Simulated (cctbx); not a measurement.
# What is wrong with this refinement?

Cell a = 9.6190 Å, b = 9.6190 Å, c = 13.6430 Å, α = 90.00°, β = 90.00°, γ = 120.00°; space group R-3m (no. 166).

The data are simulated with cctbx, not measured: Mo Kα, λ = 0.71073 Å, to d = 0.75 Å, 80 % of the full sphere, strongest reflection 70000 counts, noise from counting, a 6 % proportional error and a noise floor of 2 counts (s.d.); no absorption, and some extinction, which the refinements don't model.

An anisotropic refinement with weights 1/σ² prints:

```text
Rint 0.046, 360 unique reflections to 0.75 A
cycle     R1     wR2    GooF  max shift (A)
   1  0.3663  0.7408  26.373   0.00508
   9  0.0686  0.2281   8.122   0.00006
final R1 0.0686 wR2 0.2281 GooF 8.121  parameters 25  data/parameter 14.4
atom        x        y        z      Ueq    occ   su(xyz)  su(Uiso or U11)
In1    0.33333  0.66667  0.01044  -0.0060  1.000  0.00015  0.0008  NPD
La1    0.99893  0.49947  0.15908   0.0135  1.000  0.00013  0.0009
Fe1    0.33333  0.66667  0.76018   0.0145  1.000  0.00046  0.0014
Fe2    0.38749  0.33333  0.33333   0.0177  1.000  0.00038  0.0014
Fe3    0.33333  0.16667  0.16667   0.0076  1.000  0.00000  0.0017
B1     0.00000  0.50000  0.00000   2.2175  1.000  0.00000  3.4786  NPD
difference map: max 16.67 min -4.69 rms 0.93
Q1    0.0000  0.0000  0.3422    6   16.83  0.02 A from In1
Q2    0.0000  0.5000  0.0000    9    8.91  0.00 A from B1
Q3    0.0000  0.0000  0.0868    6    4.52  0.09 A from Fe1
Q4    0.0000  0.2886  0.0000   18    3.86  0.09 A from Fe2
Q5    0.0183  0.5092  0.5326   18    1.77  0.47 A from Fe3
Q6    0.9966  0.4983  0.1535   18    1.55  0.08 A from La1
```

**Question.** Can this result stand? If not, what is the likely fault?

Mend it. The fault: elements exchanged: La1 is In and In1 is La. Against the right model at the same level, R1 goes from 0.0114 to 0.0686 and GooF from 0.96 to 8.12, U of In1 shrinks from 0.0044 to -0.0060 Å², U of La1 swells from 0.0072 to 0.0135 Å², the top difference peak, 16.8 e/Å³, lies on In1 and In1 and B1 go non-positive-definite. La1 has 8 electrons too many and its U swells to shed them, as expected; In1 has 8 electrons too few and its U shrinks to make up, as expected.

The compound is La2In6Fe11B3. The right model at the same level gives:

```text
Rint 0.046, 360 unique reflections to 0.75 A
cycle     R1     wR2    GooF  max shift (A)
   1  0.0366  0.1251   4.453   0.00279
   2  0.0114  0.0269   0.957   0.00000
final R1 0.0114 wR2 0.0269 GooF 0.957  parameters 25  data/parameter 14.4
atom        x        y        z      Ueq    occ   su(xyz)  su(Uiso or U11)
La1    0.33333  0.66667  0.01032   0.0044  1.000  0.00001  0.0001
In1    0.99888  0.49944  0.15890   0.0072  1.000  0.00002  0.0001
Fe1    0.33333  0.66667  0.75974   0.0159  1.000  0.00005  0.0002
Fe2    0.38720  0.33333  0.33333   0.0199  1.000  0.00004  0.0002
Fe3    0.33333  0.16667  0.16667   0.0117  1.000  0.00000  0.0002
B1     0.00000  0.50000  0.00000   0.0198  1.000  0.00000  0.0020
difference map: max 0.54 min -0.82 rms 0.17
Q1    0.0544  0.2673  0.0394   36    0.56  0.80 A from Fe2
Q2    0.0968  0.1936  0.2973   18    0.52  1.26 A from B1
Q3    0.9948  0.2506  0.4632   36    0.52  1.48 A from In1
Q4    0.1061  0.2122  0.0907   18    0.48  1.52 A from In1
Q5    0.1011  0.2021  0.7629   18    0.46  1.45 A from Fe3
Q6    0.0747  0.1493  0.2082   18    0.44  1.59 A from In1
```

Isotropic U is held between 0.0001 and 1 Å² by the program, and listed peak heights are interpolated, so they can pass the grid's maximum.

The model is made up (kin elements in a known structure type, no relaxation), so it says nothing on whether the phase exists.

[Middle refinement cycles are left out of these outputs.]

[Logs are printed without paths, hosts, clocks, repeated set-up lines and the standing remarks that a program may print on its own settings, such as how far it seeks lower states.]
